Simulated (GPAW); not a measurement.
BP (F-43m): ε∞ against the local-field cutoff

The size of the dielectric matrix of BP (F-43m) is raised step by step, on the same bands.

Symmetry: F-43m, No. 216, cubic system. The conventional cell has a = 4.538 Å, b = 4.538 Å, c = 4.538 Å, α = 90.00°, β = 90.00°, γ = 90.00°. Around P on site c lie 4 B at 1.97 Å. B on site a has 4 P at 1.97 Å as nearest neighbours.

Method: GPAW 26.7.0, PBE, RPA, k-mesh 15×15×15, Lorentzian half width 0.12 eV.

Launch of the response step: `OMP_NUM_THREADS=1 python df.py`. The series took 46 s in all, on 1 thread of AMD EPYC 7B13 (Zen 3), on a shared host.

```tsv
cutoff (eV)	time of the step (s)	ε∞
50	5	8.9375
70	5	8.8155
90	6	8.5774
110	6	8.5774
140	7	8.5669
180	8	8.5601
230	10	?
```

The number of plane waves grows as cutoff^(3/2); a common extrapolation takes the result as linear in its inverse.

Working, on the rows shown:

| x = cutoff^(−3/2) (eV^−3/2) | y = ε∞ |
| --- | --- |
| 0.00282843 | 8.9375 |
| 0.00170747 | 8.8155 |
| 0.00117121 | 8.5774 |
| 0.000866784 | 8.5774 |
| 0.000603682 | 8.5669 |
| 0.000414087 | 8.5601 |

Means: x̄ = 0.0012653, ȳ = 8.6725. Σ(x − x̄)(y − ȳ) = 0.0006898, Σ(x − x̄)² = 3.969e-06. Slope = 0.0006898 / 3.969e-06 = 173.8; intercept = ȳ − slope · x̄ = 8.4525. The line misses the rows shown by at most 0.079.

Fill in the last column of the withheld row.

At x = 0.00028669 the line gives y = 8.5024. The run gave 8.5589, so the extrapolation is off by 0.057, 15 % of the range in the table. The law describes these rows poorly: it misses even the rows shown by over a tenth of the range.

Refitted with all rows, the slope is 163.9 and the intercept 8.4718. The line reaches 8.472 at infinite cutoff, 1.0 % from the last run, while the last two runs differ by 0.01 %. ε∞ moves in steps as shells of reciprocal vectors enter, so the limit is good only to about the larger of these. Excitons are left out; PBE gaps are as a rule too small. The values come from a sum over the points of one k-mesh and carry its error, which grows as the direct gap shrinks.

[Logs are printed without paths, hosts, clocks, repeated set-up lines and the standing remarks that a program may print on its own settings, such as how far it seeks lower states.]
